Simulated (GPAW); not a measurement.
**Screening of a field by Nb2NS2 MXene monolayer**

Aim: the dipole that a field along the normal induces in Nb2NS2 MXene monolayer.

Program: GPAW 26.7.0. Level of theory: GPAW, PAW setups; layer in a repeated cell with vacuum, relaxation of atoms and in-plane cell, in the first sound run; inputs show where later runs differ. Results are calculated unless marked as measured.

### Step 1. The structure

The cell holds 5 atoms: 2 S, 2 Nb and 1 N. Its edges and angles: a = 3.079 Å, b = 3.079 Å, c = 20.019 Å, α = 90.0°, β = 90.0°, γ = 120.0°. Vacuum lies along c.

Coordinates:

```cif
data_structure
_symmetry_space_group_name_H-M 'P 1'
_symmetry_Int_Tables_number 1
_cell_length_a 3.0791
_cell_length_b 3.0791
_cell_length_c 20.0190
_cell_angle_alpha 90.000
_cell_angle_beta 90.000
_cell_angle_gamma 120.000
_cell_volume 164.37
loop_
_atom_site_label
_atom_site_type_symbol
_atom_site_fract_x
_atom_site_fract_y
_atom_site_fract_z
_atom_site_occupancy
S1 S 0.33333 0.66667 0.34967 1
Nb2 Nb 0.66667 0.33333 0.43931 1
N3 N 0.00000 0.00000 0.50000 1
Nb4 Nb 0.33333 0.66667 0.56069 1
S5 S 0.66667 0.33333 0.65033 1
```

### Step 2. Relaxation

The atoms are relaxed first, since the surface dipole, and with it the work function, follows the positions of the outer layers.

File run.py:

```python
import json
import numpy as np
from ase import Atoms
from ase.filters import FrechetCellFilter
from ase.optimize import BFGS
from gpaw import GPAW, PW

slab = Atoms(
    ['S', 'Nb', 'N', 'Nb', 'S'],
    positions=[
        [-0.00000, 1.77771, 7.00000],
        [1.53954, 0.88885, 8.79456],
        [0.00000, 0.00000, 10.00948],
        [-0.00000, 1.77771, 11.22440],
        [1.53954, 0.88885, 13.01896]],
    cell=[[3.07908, 0.0, 0.0], [-1.53954, 2.66656, 0.0], [0.0, 0.0, 20.019]],
    pbc=[True, True, True])

slab.calc = GPAW(mode=PW(600), xc='PBE', kpts={'size': (12, 12, 1), 'gamma': True},
                 occupations={'name': 'fermi-dirac', 'width': 0.05}, nbands='160%',
                 convergence={'density': 1e-05}, maxiter=200,
                 symmetry={'tolerance': 1e-3}, txt='slab.txt')
result = {}
# The in-plane cell is free; stress needs a cell that repeats along all three vectors
path = []
opt = BFGS(FrechetCellFilter(slab, mask=[1, 1, 0, 0, 0, 1]), maxstep=0.2)
opt.attach(lambda: path.append((slab.get_potential_energy(), slab.positions.tolist(), slab.get_forces().tolist())))
result['relaxed'] = bool(opt.run(fmax=0.02, steps=45))
result['path'] = path
result['cell'] = slab.cell.tolist()
print('in-plane lattice', slab.cell.cellpar().round(4)[[0, 1, 5]])
energy = slab.get_potential_energy()
fermi = slab.calc.get_fermi_level()
v = slab.calc.get_electrostatic_potential().mean((0, 1)) - fermi
n = slab.calc.get_pseudo_density().mean((0, 1))
L = slab.cell[2, 2]
z = np.arange(len(v)) * L / len(v)
low, high = slab.positions[:, 2].min(), slab.positions[:, 2].max()
below, above = np.interp([low - 4.8, high + 4.8], z, v)
slopes = [np.interp(x, z, np.gradient(v, z)) for x in (low - 4.8, high + 4.8)]
eps = np.array([[slab.calc.get_eigenvalues(k, s) for k in range(len(slab.calc.get_ibz_k_points()))]
                for s in range(slab.calc.get_number_of_spins())]) - fermi
top, bottom = eps[eps < 0].max(), eps[eps > 0].min()
dipole = slab.get_dipole_moment()[2]
print(f'energy {energy:.4f} eV, Fermi level {fermi:.4f} eV, dipole {dipole:.5f} e A')
print(f'potential 4.8 A off the faces, from the Fermi level: lower {below:.4f} eV, upper {above:.4f} eV')
print(f'slope of the potential there: lower {slopes[0]:.5f}, upper {slopes[1]:.5f} eV/A')
print(f'nearest levels on the mesh: {top:.4f} and {bottom:.4f} eV')
print('magnetic moment', round(slab.get_magnetic_moment(), 3))
result.update(energy=energy, fermi=fermi, dipole=dipole, below=below, above=above, slopes=slopes, edges=[top, bottom],
              z=z.tolist(), v=v.tolist(), n=n.tolist(), positions=slab.positions.tolist(),
              forces=slab.get_forces(apply_constraint=False).tolist(), moments=slab.get_magnetic_moments().tolist())
json.dump(result, open('result.json', 'w'))
```

Launch:

```
OMP_NUM_THREADS=1 OPENBLAS_NUM_THREADS=1 python run.py
```

The program printed:

```text
Step          Energy          fmax
BFGS:    0      -41.781708        1.458205
BFGS:    1      -41.921461        1.199291
BFGS:    2      -42.104584        1.057243
BFGS:    3      -42.151149        0.916337
BFGS:    4      -42.444029        1.104517
BFGS:    5      -42.468878        0.881877
BFGS:    6      -42.557246        0.607344
BFGS:    7      -42.586681        0.296872
BFGS:    8      -42.589579        0.029726
BFGS:    9      -42.589383        0.001138
in-plane lattice [  3.2804   3.2804 120.    ]
energy -42.5838 eV, Fermi level 0.8452 eV, dipole -0.00064 e A
potential 4.8 A off the faces, from the Fermi level: lower 5.4060 eV, upper 5.4091 eV
slope of the potential there: lower -0.00087, upper -0.00039 eV/A
nearest levels on the mesh: -0.0579 and 0.1541 eV
magnetic moment 0.0
```

Run time: 12 min. Hardware: 1 thread of Arm Neoverse V2, shared host; peak memory 0.43 GiB.

This step gave:

* dipole along the normal: -6.37e-4 e·Å
* levels nearest the Fermi level on the mesh: -0.05790, 0.1541 eV from the Fermi level

The electrostatic potential energy of an electron (without an applied field's), less the Fermi level, planar mean by z:

| z (Å) | electrostatic potential energy of an electron (without an applied field's), less the Fermi level, planar mean (eV) |
| --- | --- |
| 0.0 | 5.41 |
| 0.5 | 5.41 |
| 1.0 | 5.41 |
| 1.5 | 5.41 |
| 2.0 | 5.41 |
| 2.5 | 5.41 |
| 3.0 | 5.41 |
| 3.5 | 5.40 |
| 4.0 | 5.40 |
| 4.5 | 5.40 |
| 5.0 | 5.37 |
| 5.5 | 5.22 |
| 6.0 | 4.51 |
| 6.5 | 1.05 |
| 7.0 | -11.7 |
| 7.5 | -13.2 |
| 8.0 | -5.64 |
| 8.5 | -15.4 |
| 9.0 | -21.0 |
| 9.5 | -10.4 |
| 10.0 | -13.9 |
| 10.5 | -10.2 |
| 11.0 | -20.7 |
| 11.5 | -15.9 |
| 12.0 | -5.73 |
| 12.5 | -12.6 |
| 13.0 | -12.3 |
| 13.5 | 0.783 |
| 14.0 | 4.46 |
| 14.5 | 5.22 |
| 15.0 | 5.37 |
| 15.5 | 5.40 |
| 16.0 | 5.41 |
| 16.5 | 5.41 |
| 17.0 | 5.41 |
| 17.5 | 5.41 |
| 18.0 | 5.41 |
| 18.5 | 5.41 |
| 19.0 | 5.41 |
| 19.5 | 5.41 |

The pseudo valence density, planar mean by z:

z (Å), pseudo valence density, planar mean (e/Å³) and a bar:
```
        4       0.00 
        5       0.00 
        6       0.05 #
        7       0.39 ##########
        8       0.44 ###########
        9       1.22 ##############################
       10       0.72 ##################
       11       1.20 ##############################
       12       0.44 ###########
       13       0.39 ##########
       14       0.05 #
       15       0.00 
       16       0.00
```

The relaxation lowered the energy of the cell by 0.812 eV (energies extrapolated to zero smearing; the optimiser's log prints free energies). The largest force left on a free atom is 0.0011 eV/Å.

### Step 3. The slab's potential

The work function is the vacuum plateau of the electrostatic potential less the Fermi level; a dipole layer lets the two faces have plateaus of their own.

This step: GPAW, PAW setups; slab in vacuum (GPAW 26.7.0).

The cell differs from the one that the last finished run ended in (c 20.019 → 19.512 Å).

Changes to run.py since step 2:

```diff
@@ -3,4 +3,2 @@
 from ase import Atoms
-from ase.filters import FrechetCellFilter
-from ase.optimize import BFGS
 from gpaw import GPAW, PW
@@ -10,23 +8,16 @@
     positions=[
-        [-0.00000, 1.77771, 7.00000],
-        [1.53954, 0.88885, 8.79456],
-        [0.00000, 0.00000, 10.00948],
-        [-0.00000, 1.77771, 11.22440],
-        [1.53954, 0.88885, 13.01896]],
-    cell=[[3.07908, 0.0, 0.0], [-1.53954, 2.66656, 0.0], [0.0, 0.0, 20.019]],
-    pbc=[True, True, True])
+        [-0.00000, 1.89397, 7.00000],
+        [1.64022, 0.94698, 8.61109],
+        [0.00000, -0.00000, 9.75574],
+        [-0.00000, 1.89397, 10.90039],
+        [1.64022, 0.94698, 12.51148]],
+    cell=[[3.28045, -0.0, 0.0], [-1.64022, 2.84095, 0.0], [0.0, 0.0, 19.5115]],
+    pbc=[True, True, False])
 
-slab.calc = GPAW(mode=PW(600), xc='PBE', kpts={'size': (12, 12, 1), 'gamma': True},
+slab.calc = GPAW(mode=PW(500), xc='PBE', kpts={'size': (12, 12, 1), 'gamma': True},
                  occupations={'name': 'fermi-dirac', 'width': 0.05}, nbands='160%',
                  convergence={'density': 1e-05}, maxiter=200,
+                 poissonsolver={'dipolelayer': 'xy'},
                  symmetry={'tolerance': 1e-3}, txt='slab.txt')
 result = {}
-# The in-plane cell is free; stress needs a cell that repeats along all three vectors
-path = []
-opt = BFGS(FrechetCellFilter(slab, mask=[1, 1, 0, 0, 0, 1]), maxstep=0.2)
-opt.attach(lambda: path.append((slab.get_potential_energy(), slab.positions.tolist(), slab.get_forces().tolist())))
-result['relaxed'] = bool(opt.run(fmax=0.02, steps=45))
-result['path'] = path
-result['cell'] = slab.cell.tolist()
-print('in-plane lattice', slab.cell.cellpar().round(4)[[0, 1, 5]])
 energy = slab.get_potential_energy()
```

The program printed:

```text
energy -42.1461 eV, Fermi level 1.0093 eV, dipole -0.00030 e A
potential 4.8 A off the faces, from the Fermi level: lower 5.4055 eV, upper 5.4118 eV
slope of the potential there: lower -0.00036, upper 0.00036 eV/A
nearest levels on the mesh: -0.0585 and 0.1538 eV
magnetic moment 0.0
```

Run time: 63 s. Hardware: 1 thread; peak memory 0.25 GiB.

Numbers from this step:

* dipole along the normal: -3.00e-4 e·Å
* levels nearest the Fermi level on the mesh: -0.05848, 0.1538 eV from the Fermi level
* upper work function: 5.412 eV
* lower work function: 5.405 eV

Table of electrostatic potential energy of an electron (without an applied field's), less the Fermi level, planar mean by z:

| z (Å) | electrostatic potential energy of an electron (without an applied field's), less the Fermi level, planar mean (eV) |
| --- | --- |
| 0.0 | 5.41 |
| 0.5 | 5.41 |
| 1.0 | 5.41 |
| 1.5 | 5.41 |
| 2.0 | 5.41 |
| 2.5 | 5.41 |
| 3.0 | 5.41 |
| 3.5 | 5.40 |
| 4.0 | 5.40 |
| 4.5 | 5.39 |
| 5.0 | 5.32 |
| 5.5 | 5.00 |
| 6.0 | 3.38 |
| 6.5 | -3.83 |
| 7.0 | -17.4 |
| 7.5 | -7.10 |
| 8.0 | -8.93 |
| 8.5 | -21.1 |
| 9.0 | -15.4 |
| 9.5 | -10.8 |
| 10.0 | -10.9 |
| 10.5 | -15.1 |
| 11.0 | -21.3 |
| 11.5 | -9.20 |
| 12.0 | -6.90 |
| 12.5 | -17.3 |
| 13.0 | -4.14 |
| 13.5 | 3.31 |
| 14.0 | 4.99 |
| 14.5 | 5.33 |
| 15.0 | 5.39 |
| 15.5 | 5.41 |
| 16.0 | 5.41 |
| 16.5 | 5.41 |
| 17.0 | 5.41 |
| 17.5 | 5.41 |
| 18.0 | 5.41 |
| 18.5 | 5.41 |
| 19.0 | 5.41 |

Pseudo valence density, planar mean against z:

| z (Å) | pseudo valence density, planar mean (e/Å³) |
| --- | --- |
| 0.00 | 0 |
| 0.56 | 0 |
| 1.11 | 0 |
| 1.49 | 0 |
| 2.04 | 0 |
| 2.60 | 2.9e-6 |
| 3.16 | 1.4e-5 |
| 3.72 | 8.0e-5 |
| 4.09 | 2.5e-4 |
| 4.65 | 0.00147 |
| 5.20 | 0.00880 |
| 5.76 | 0.0531 |
| 6.32 | 0.248 |
| 6.88 | 0.376 |
| 7.25 | 0.462 |
| 7.80 | 0.441 |
| 8.36 | 1.02 |
| 8.92 | 0.965 |
| 9.48 | 0.686 |
| 9.85 | 0.714 |
| 10.41 | 0.721 |
| 10.96 | 1.28 |
| 11.52 | 0.504 |
| 12.08 | 0.474 |
| 12.45 | 0.392 |
| 13.01 | 0.342 |
| 13.57 | 0.0939 |
| 14.12 | 0.0161 |
| 14.68 | 0.00266 |
| 15.24 | 4.5e-4 |
| 15.61 | 1.4e-4 |
| 16.17 | 2.6e-5 |
| 16.72 | 4.9e-6 |
| 17.28 | 0 |
| 17.84 | 0 |
| 18.21 | 0 |
| 18.77 | 0 |
| 19.33 | 0 |

The potential is flat to 3.6e-4 eV/Å where it is read, so the vacuum is wide enough.

### Step 4. In a field

A uniform field along the normal polarises the slab; the atoms stay fixed, so this is the electronic response alone.

Changes to run.py since step 3:

```diff
@@ -4,2 +4,3 @@
 from gpaw import GPAW, PW
+from gpaw.external import ConstantElectricField
 
@@ -20,2 +21,3 @@
                  poissonsolver={'dipolelayer': 'xy'},
+                 external=ConstantElectricField(-0.2, [0, 0, 1]),
                  symmetry={'tolerance': 1e-3}, txt='slab.txt')
```

The program printed:

```text
energy -42.1538 eV, Fermi level 1.0082 eV, dipole -0.07636 e A
potential 4.8 A off the faces, from the Fermi level: lower 4.6693 eV, upper 6.1520 eV
slope of the potential there: lower -0.00041, upper 0.00032 eV/A
nearest levels on the mesh: -0.0585 and 0.1538 eV
magnetic moment 0.0
```

The job ended after 4.6 min (1 thread; peak memory 0.53 GiB).

This step gave:

```
dipole along the normal                                         : -0.07636 e·Å
potential below the slab, the applied field's own ramp left out : 4.669 eV from the Fermi level
potential above the slab, the applied field's own ramp left out : 6.152 eV from the Fermi level
```

Table of electrostatic potential energy of an electron (without an applied field's), less the Fermi level, planar mean by z:

| z (Å) | electrostatic potential energy of an electron (without an applied field's), less the Fermi level, planar mean (eV) |
| --- | --- |
| 0.0 | 5.41 |
| 0.5 | 4.67 |
| 1.0 | 4.67 |
| 1.5 | 4.67 |
| 2.0 | 4.67 |
| 2.5 | 4.67 |
| 3.0 | 4.67 |
| 3.5 | 4.67 |
| 4.0 | 4.67 |
| 4.5 | 4.65 |
| 5.0 | 4.59 |
| 5.5 | 4.28 |
| 6.0 | 2.70 |
| 6.5 | -4.45 |
| 7.0 | -17.9 |
| 7.5 | -7.54 |
| 8.0 | -9.27 |
| 8.5 | -21.4 |
| 9.0 | -15.5 |
| 9.5 | -10.8 |
| 10.0 | -10.9 |
| 10.5 | -14.9 |
| 11.0 | -21.0 |
| 11.5 | -8.86 |
| 12.0 | -6.47 |
| 12.5 | -16.8 |
| 13.0 | -3.52 |
| 13.5 | 4.00 |
| 14.0 | 5.71 |
| 14.5 | 6.06 |
| 15.0 | 6.13 |
| 15.5 | 6.15 |
| 16.0 | 6.15 |
| 16.5 | 6.15 |
| 17.0 | 6.15 |
| 17.5 | 6.15 |
| 18.0 | 6.15 |
| 18.5 | 6.15 |
| 19.0 | 6.15 |

The dipole is now -0.0764 e Å, against -3.0e-4 in the run without a field.

### Step 5. In a field

Changes to run.py since step 4:

```diff
@@ -21,3 +21,3 @@
                  poissonsolver={'dipolelayer': 'xy'},
-                 external=ConstantElectricField(-0.2, [0, 0, 1]),
+                 external=ConstantElectricField(-0.1, [0, 0, 1]),
                  symmetry={'tolerance': 1e-3}, txt='slab.txt')
```

The program printed:

```text
energy -42.1480 eV, Fermi level 1.0091 eV, dipole -0.03818 e A
potential 4.8 A off the faces, from the Fermi level: lower 5.0384 eV, upper 5.7798 eV
slope of the potential there: lower -0.00039, upper 0.00034 eV/A
nearest levels on the mesh: -0.0585 and 0.1538 eV
magnetic moment 0.0
```

The job ended after 4.3 min (1 thread; peak memory 0.53 GiB).

Numbers from this step:

* dipole along the normal: -0.03818 e·Å
* levels nearest the Fermi level on the mesh: -0.05847, 0.1538 eV from the Fermi level
* potential below the slab, the applied field's own ramp left out: 5.038 eV from the Fermi level
* potential above the slab, the applied field's own ramp left out: 5.780 eV from the Fermi level

The electrostatic potential energy of an electron (without an applied field's), less the Fermi level, planar mean oscillates, so the rows of the table below give means over windows of 1.67 Å about each position, cut where the curve ends. Its maxima inside the range that stand out by 2 % of the span (Å: eV): 7.7: -5.72, 9.4: -9.79, 10.1: -9.72, 11.8: -5.32. Its minima: 7.0: -17.7, 8.6: -22.1, 9.8: -14.0, 10.9: -21.8, 12.5: -17.1.

Electrostatic potential energy of an electron (without an applied field's), less the Fermi level, planar mean against z; means over each step:

| z (Å) | electrostatic potential energy of an electron (without an applied field's), less the Fermi level, planar mean (eV) |
| --- | --- |
| 0.83 | 5.08 |
| 2.50 | 5.04 |
| 4.17 | 5.02 |
| 5.84 | 1.97 |
| 7.51 | -11.6 |
| 9.18 | -15.1 |
| 10.86 | -14.6 |
| 12.52 | -8.24 |
| 14.20 | 5.15 |
| 15.86 | 5.78 |
| 17.54 | 5.78 |
| 19.20 | 5.74 |

The dipole is now -0.0382 e Å, against -3.0e-4 in the run without a field.

### Step 6. In a field

Changes to run.py since step 5:

```diff
@@ -21,3 +21,3 @@
                  poissonsolver={'dipolelayer': 'xy'},
-                 external=ConstantElectricField(-0.1, [0, 0, 1]),
+                 external=ConstantElectricField(-0.05, [0, 0, 1]),
                  symmetry={'tolerance': 1e-3}, txt='slab.txt')
```

The program printed:

```text
energy -42.1466 eV, Fermi level 1.0093 eV, dipole -0.01909 e A
potential 4.8 A off the faces, from the Fermi level: lower 5.2234 eV, upper 5.5941 eV
slope of the potential there: lower -0.00037, upper 0.00035 eV/A
nearest levels on the mesh: -0.0585 and 0.1538 eV
magnetic moment 0.0
```

Run time: 4.3 min. Hardware: 1 thread; peak memory 0.53 GiB.

Table of electrostatic potential energy of an electron (without an applied field's), less the Fermi level, planar mean by z:

| z (Å) | electrostatic potential energy of an electron (without an applied field's), less the Fermi level, planar mean (eV) |
| --- | --- |
| 0.0 | 5.41 |
| 0.5 | 5.22 |
| 1.0 | 5.22 |
| 1.5 | 5.22 |
| 2.0 | 5.22 |
| 2.5 | 5.22 |
| 3.0 | 5.22 |
| 3.5 | 5.22 |
| 4.0 | 5.22 |
| 4.5 | 5.21 |
| 5.0 | 5.14 |
| 5.5 | 4.82 |
| 6.0 | 3.21 |
| 6.5 | -3.98 |
| 7.0 | -17.5 |
| 7.5 | -7.21 |
| 8.0 | -9.02 |
| 8.5 | -21.2 |
| 9.0 | -15.4 |
| 9.5 | -10.8 |
| 10.0 | -10.9 |
| 10.5 | -15.0 |
| 11.0 | -21.2 |
| 11.5 | -9.12 |
| 12.0 | -6.79 |
| 12.5 | -17.2 |
| 13.0 | -3.98 |
| 13.5 | 3.48 |
| 14.0 | 5.17 |
| 14.5 | 5.51 |
| 15.0 | 5.57 |
| 15.5 | 5.59 |
| 16.0 | 5.59 |
| 16.5 | 5.59 |
| 17.0 | 5.59 |
| 17.5 | 5.59 |
| 18.0 | 5.59 |
| 18.5 | 5.59 |
| 19.0 | 5.59 |

### Step 7. In a field

Changes to run.py since step 6:

```diff
@@ -21,3 +21,3 @@
                  poissonsolver={'dipolelayer': 'xy'},
-                 external=ConstantElectricField(-0.05, [0, 0, 1]),
+                 external=ConstantElectricField(0.05, [0, 0, 1]),
                  symmetry={'tolerance': 1e-3}, txt='slab.txt')
```

The program printed:

```text
energy -42.1466 eV, Fermi level 1.0093 eV, dipole 0.01909 e A
potential 4.8 A off the faces, from the Fermi level: lower 5.5941 eV, upper 5.2234 eV
slope of the potential there: lower -0.00035, upper 0.00037 eV/A
nearest levels on the mesh: -0.0585 and 0.1538 eV
magnetic moment 0.0
```

Elapsed: 4.3 min, on 1 thread; peak memory 0.53 GiB.

The electrostatic potential energy of an electron (without an applied field's), less the Fermi level, planar mean oscillates, so the rows of the table below give means over windows of 1.67 Å about each position, cut where the curve ends. Its maxima inside the range that stand out by 2 % of the span (Å: eV): 7.7: -5.42, 9.4: -9.74, 10.1: -9.78, 11.8: -5.62. Its minima: 7.0: -17.3, 8.6: -21.9, 9.8: -14.0, 10.9: -22.0, 12.5: -17.5.

Table of electrostatic potential energy of an electron (without an applied field's), less the Fermi level, planar mean by z; means over each step:

z (Å), electrostatic potential energy of an electron (without an applied field's), less the Fermi level, planar mean (eV) and a bar from the least value:
```
     0.83        5.6 ##############################
     2.50        5.6 ##############################
     4.17        5.6 ##############################
     5.84        2.5 #########################
     7.51      -11.2 ######
     9.18      -15.0 
    10.86      -14.8 
    12.52       -8.6 #########
    14.20        4.6 #############################
    15.86        5.2 #############################
    17.54        5.2 #############################
    19.20        5.2 #############################
```

[end of part 1 of 2]

[Logs are printed without paths, hosts, clocks, repeated set-up lines and the standing remarks that a program may print on its own settings, such as how far it seeks lower states.]

[Hosts, paths, dates, database ids (printed as entryN), source tags and the programs' standing remarks are cut or masked in the printed files.]
